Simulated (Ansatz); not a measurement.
# Phonons of PbO2 (PbO2, Fm-3m) against volume, part 2 of 2

Does PbO2 (PbO2, Fm-3m) expand much on heating, by its phonons?

Ansatz 0.2.0; DFT PBEsol, scalar-relativistic, plane waves, PAW; PAW set soft_1.

So far, highest frequency on the path or at a solved wavevector (cm⁻¹): step 2 (phonons on a q mesh) 539; step 4 (phonons at the other volume, volume ratio 0.97) 563.

The database entry behind the starting cell lists a pressure of 16.0 GPa, so it need not match the best structure at ambient conditions.

### 5. Relaxing at another volume, volume ratio 1.03

The volume is scaled by 1.03 and held; symmetry leaves nothing to relax, so this is a single point. The modes can then be followed against volume.

input.yaml

```yaml
crystal:
  lattice:
    - [0.0, 2.6908369633, 2.6908369633]
    - [2.6908369633, 0.0, 2.6908369633]
    - [2.6908369633, 2.6908369633, 0.0]
  atoms:
    - { symbol: Pb, position: [0.0, 0.0, 0.0] }
    - { symbol: O, position: [0.25, 0.25, 0.25] }
    - { symbol: O, position: [0.75, 0.75, 0.75] }
kpoints:
  mp_grid: { grid: [16, 16, 16] }
hamiltonian:
  xc: pbesol
  pseudopotentials: { kind: paw, azcp: { folder: soft_1 }, xc_functional: pbe }
scf:
  occupations: { method: methfessel_paxton, width: 0.2 }
output:
  forces: true
  stress: true
  eigenvalues: true
```

On the command line:

```console
$ ansatz run input.yaml --threads 4 --pin off --max-ram 10240MiB --backend cpu --events-out ev --progress --plain --runs-dir out
```

Numbers of over 12 decimals in the logs are rounded to 6 here.

What it wrote:

```text
[...]
Crystal: 3 atoms, lattice volume = 38.967 Å³
Basis set: ecut = 420 eV, 749 PW (Γ), exchange–correlation on 54×54×54 points (8 copies of the dense FFT grid, shifted against one another)
Bands: 17, of which v1, the nominal top of the filled ones, is band 13 counted from 1 (12 counted from 0)
Symmetry: 48 space group operations
[...]
k-points: 145 of 4096
[...]
--- Band table (eV; the first three rows and the last of 145) ---
  k-point 0: bands = [... 9 lower, 7.8210, 7.8210, 8.5837, 8.5837, 8.5837, 16.7185, 16.7185, 16.7185]
  k-point 1: bands = [... 9 lower, 7.7838, 7.7838, 8.5784, 8.5784, 9.0371, 16.6124, 16.8030, 16.8030]
  k-point 2: bands = [... 9 lower, 7.6809, 7.6809, 8.5612, 8.5612, 9.7902, 16.4093, 17.0470, 17.0470]
  k-point 144: bands = [... 9 lower, 7.1891, 7.1891, 9.4211, 9.8408, 12.0971, 18.3384, 18.3384, 18.8097]
[key lines of the parts left out:]
SCF converged after 8 iterations
Free energy (F): -12876.094286 eV
Fermi energy:    9.799789 eV
P = ⅓ Tr σ = -4.2238 GPa (-42.238 kbar)
```

Run time: 1.8 s. Hardware: 4 threads of Arm Neoverse V1, shared host; peak memory 0.37 GiB; 6.2 s of CPU time.

Numbers from this step:

* pressure: -4.224 GPa
* volume per atom: 12.99 Å³

The run ends at a pressure of -4.22 GPa.

### 6. Phonons at the other volume, volume ratio 1.03

The phonons are repeated at this volume on the same k and q meshes.

input.yaml, as its differences from that of step 5:

```diff
@@ -17,4 +17,11 @@
 output:
-  forces: true
-  stress: true
   eigenvalues: true
+phonons:
+  method: dfpt
+  qmesh: [4, 4, 4]
+  temperatures: { t_max: 1000, t_step: 50 }
+  qpath:
+    path:
+      - [[0.0, 0.0, 0.0], [0.5, 0.0, 0.5], [0.625, 0.25, 0.625]]
+      - [[0.375, 0.375, 0.75], [0.0, 0.0, 0.0], [0.5, 0.5, 0.5], [0.5, 0.25, 0.75], [0.5, 0.0, 0.5]]
+    npoints: 10
```

What it wrote:

```text
[...]
Crystal: 3 atoms, lattice volume = 38.967 Å³
Basis set: ecut = 420 eV, 749 PW (Γ), exchange–correlation on 54×54×54 points (8 copies of the dense FFT grid, shifted against one another)
Bands: 17, of which v1, the nominal top of the filled ones, is band 13 counted from 1 (12 counted from 0)
Symmetry: 48 space group operations
k-points: 145 of 4096
[...]
k-point 144: bands = [... 9 lower, 7.1891, 7.1891, 9.4211, 9.8408, 12.0972, 18.3384, 18.3384, 18.8096]
[...]
ASR residual: 2.405e-5 → 0.000e0 eV/Å²; symmetrization residual: 1.465e-6 eV/Å²
  ASR residual per site (eV/Å²): 5.51e-6 2.40e-5 2.40e-5
  Γ frequencies (cm⁻¹): 0.00 0.00 0.00 243.74 243.74 243.74 411.31 411.31 411.31
--- Phonons (arbitrary-q DFPT): 8 irreducible q on the 4×4×4 mesh ---
[...]
interpolated dispersion: 62 rows × 9 modes
[...]
[key lines of the parts left out:]
SCF converged after 11 iterations
Free energy (F): -12876.094286 eV
Fermi energy:    9.799794 eV
```

Elapsed: 13 min, on 4 threads; peak memory 5.3 GiB; 49 min of CPU time.

This step gave:

* sum-rule residual before enforcement: 2.40e-5 eV/Å²
* lowest frequency on the path: -235.5 cm⁻¹
* highest frequency on the path or at a solved wavevector: 515.8 cm⁻¹
* highest optical mode at the zone centre (no LO-TO term): 411.3 cm⁻¹
* lowest optical zone-centre mode: 243.7 cm⁻¹
* lowest mode on the q mesh (acoustic modes at Γ apart): -235.5 cm⁻¹

Frequencies (cm⁻¹) solved at each irreducible wavevector; negative means imaginary. Frequencies by wavevector, by row:

```csv
q in reciprocal lattice units,star,mode 1,mode 2,mode 3,mode 4,mode 5,mode 6,mode 7,mode 8,mode 9
0 0 0,1,0,0,0,243.7,243.7,243.7,411.3,411.3,411.3
0 0 0.25,8,61.2,61.2,92.3,284.4,284.4,373.9,397.9,397.9,415.1
0 0 -0.5,4,76.6,76.6,140.7,351.6,351.6,356.4,356.4,413.4,413.5
0 0.25 0.25,6,-14.6,-14.6,124.5,183.2,183.2,271.9,444.7,444.7,447
0 0.25 -0.5,24,67.2,75.8,102.8,132.2,194.6,252.5,440.5,453.7,488.4
0 0.25 -0.25,12,-69.4,77.6,123.9,128.2,306.7,344.5,386.5,435.1,473.7
0 -0.5 -0.5,3,-235.5,-100,-100,87.2,87.2,166.8,467.8,467.8,515.8
0.25 -0.5 -0.25,6,-197.4,-164.2,89.4,125.6,125.6,365.9,365.9,491.6,496.7
```

The highest optical mode at the zone centre (no LO-TO term) is 411.3 cm⁻¹, -20.3 cm⁻¹ against the base run.

### 7. Grüneisen parameters

The Grüneisen parameter of a mode is minus the logarithmic change of its frequency with volume, −d ln ω / d ln V; weighted by heat capacity it gives the expansion.

This step gave:

```yaml
bulk_modulus: 154.4 GPa
```

The phonon branches at the labelled points (cm⁻¹):

```csv
point,branch 1,branch 2,branch 3,branch 4,branch 5,branch 6,branch 7,branch 8,branch 9
Γ,0,0,0,264,264,264,432,432,432
halfway,18,18,133,203,203,291,466,466,472
X,-229,-70,-70,93,93,178,490,490,538
halfway,-222,76,92,101,103,181,484,488,536
U,-197,90,118,145,183,245,468,481,528
jump to K,-197,90,118,145,183,245,468,481,528
halfway,38,75,118,202,361,372,396,434,476
Γ,0,0,0,264,264,264,432,432,432
halfway,64,64,100,304,304,399,418,418,436
L,81,81,152,370,370,377,377,432,436
halfway,84,112,131,183,196,391,392,490,493
W,-189,-149,95,134,134,385,385,514,519
halfway,-216,-98,95,106,157,233,464,499,533
X,-229,-70,-70,93,93,178,490,490,538
```

The same for volume x 0.97:

```csv
point,branch 1,branch 2,branch 3,branch 4,branch 5,branch 6,branch 7,branch 8,branch 9
Γ,0,0,0,285,285,285,453,453,453
X,-222,28,28,98,98,190,513,513,563
U,-187,96,125,158,206,264,491,504,552
K,-187,96,125,158,206,264,491,504,552
Γ,0,0,0,285,285,285,453,453,453
L,85,85,164,391,391,398,398,452,460
W,-179,-130,101,143,143,406,406,539,542
X,-222,28,28,98,98,190,513,513,563
```

The same for volume x 1.03:

```csv
point,branch 1,branch 2,branch 3,branch 4,branch 5,branch 6,branch 7,branch 8,branch 9
Γ,0,0,0,244,244,244,411,411,411
X,-236,-100,-100,87,87,167,468,468,516
U,-205,85,110,131,161,229,447,460,505
K,-205,85,110,131,161,229,447,460,505
Γ,0,0,0,244,244,244,411,411,411
L,77,77,141,352,352,356,356,413,414
W,-197,-164,89,126,126,366,366,492,497
X,-236,-100,-100,87,87,167,468,468,516
```

The first set of phonon branches as a text plot (rows in cm⁻¹):

```
    546 |           ******                                   ****
    513 |       ****      *****                        *******
    480 |      **************  ***                  ***       ***
    446 |******            ****** ******************        **
    413 | **                 **  *****   ******            *
    380 |   *                  *****       *   ************
    347 |  * **              *****        *   *** *        *
    313 |                   ***   ***    *  **     *        *
    280 |**    *           **       ********        *        *
    247 | ***             **      ****               *
    214 |    ****        *      **                            *
    180 |       * *********    *                      *        **
    147 |      ***      *******               *****************
    114 |    **  ****  *****   ***          **       ****  ****
     81 |  **        ***************       **********************
     47 | *                    ** ***    ***
     14 |*  *****                *********
    -19 | **     *
    -53 |         *** *      **                         *       *
    -86 |            *                                  *     ***
   -119 |                   *                               **
   -152 |         **       *                             ***
   -186 |                 *                              ***
   -219 |           ******                                  *****
         Γ           X  U|K            Γ         L        W     X
```

### 8. Summary of results

```yaml
bulk_modulus: 154 GPa
```

No expansion is given, because modes are imaginary at one volume or more. The highest optical mode at Γ goes from 453 to 411 cm⁻¹ as the cell grows, a Grüneisen parameter of 1.61. Branches are matched by rank, so values near crossings are rough. With no gap, or one that is small against the smearing, the frequencies hang on the k mesh and the smearing, most of all near Kohn anomalies. Spin-orbit coupling is left out, which can matter for the heavy elements here. The PAW files were made for PBE and serve the other functionals too.

[Logs are printed without paths, hosts, clocks, repeated set-up lines and the standing remarks that a program may print on its own settings, such as how far it seeks lower states.]

[Hosts, paths, dates, database ids (printed as entryN), source tags and the programs' standing remarks are cut or masked in the printed files.]
